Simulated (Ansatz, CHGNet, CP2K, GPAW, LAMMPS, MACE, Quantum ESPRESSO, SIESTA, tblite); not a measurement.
**Other levels on amorphous 43Bi2O3-57BaO (mol %) (99 atoms)**

Density of this cell: 8.39 g/cm³. The cell holds 99 atoms: 26 Bi, 17 Ba and 56 O. Cell: a = 11.971 Å, b = 11.971 Å, c = 11.971 Å, α = 90.0°, β = 90.0°, γ = 90.0°. 99 atoms (26 Gd, 17 Ba, 56 O) placed at random at 7.52 g/cm³, melted at 5000 K for 10 ps at fixed volume with the Morse and Coulomb pair potential with partial charges (Pedone, Malavasi, Menziani, Cormack and Segre, J. Phys. Chem. B 110, 11780 (2006)). Quenched from 5000 K to 300 K at 50 K/ps and fixed volume, held 5 ps, then minimised at fixed cell. Then Gd was replaced by Bi and the cell scaled by 1.02 (the potential has no terms for the new elements, so the cell is a start for a DFT relaxation).

Geometry: as built.

The reference, a calculation:

| Item | Value |
| --- | --- |
| method | Kohn-Sham DFT, PBE, PAW, plane waves (Ansatz 0.2.0); cutoff 420 eV, Γ point, fermi-dirac smearing of 0.05 eV; PAW set soft_2 |
| r.m.s. force component | 0.5622 eV/Å |
| longest force | 2.587 eV/Å |
| pressure | 7.369 GPa |
| gap (highest filled to lowest empty level) | 1.233 eV |
| SCF cycles | 12 |
| time | 55 s on 4 threads of Arm Neoverse V1, shared host |
| CPU time | 3.6 min |

Runs, in no order:
A. CHGNet 0.3.0 potential: machine-learned interatomic potential CHGNet 0.3.0, trained on PBE(+U) plane-wave data
B. QE PBE, sssp-1.3.0-efficiency, 60/480 Ry: Kohn-Sham DFT, PBE, SSSP efficiency 1.3.0 pseudopotentials, plane waves
C. GPAW PBE, LCAO dzp, h 0.18 Å, other mixer settings: Kohn-Sham DFT, PBE, PAW, atomic orbitals (dzp)
D. SIESTA PBE, DZP, shift 0.01 Ry, mesh 150 Ry: Kohn-Sham DFT, PBE, PseudoDojo 0.4.1 norm-conserving pseudopotentials (converted to PSML), numerical atomic orbitals (DZP), diagonalisation

Q: Order them from the smallest to the largest r.m.s. force difference.

B, C, A, D.

```csv
run,"Δ force, r.m.s. (meV/Å)",share of r.m.s. force (%),CPU time
"B. QE PBE, sssp-1.3.0-efficiency, 60/480 Ry",20.9,3.72,48 min
"C. GPAW PBE, LCAO dzp, h 0.18 Å, other mixer settings",98.1,17.4,20 min
A. CHGNet 0.3.0 potential,164,29.1,4.6 s
"D. SIESTA PBE, DZP, shift 0.01 Ry, mesh 150 Ry",315,56.1,2.2 min
```

Machine-learned potentials mimic data converged in k, so the reference's own k-point error enters their differences. The network of bonds at the start is that of the classical potential that made the cell, and needn't be the one that DFT or experiment would give. The electronic-structure runs sample only Γ, in a cell whose shortest periodic width is 12 Å.

[Logs are printed without paths, hosts, clocks, repeated set-up lines and the standing remarks that a program may print on its own settings, such as how far it seeks lower states.]

[Hosts, paths, dates, database ids (printed as entryN), source tags and the programs' standing remarks are cut or masked in the printed files.]
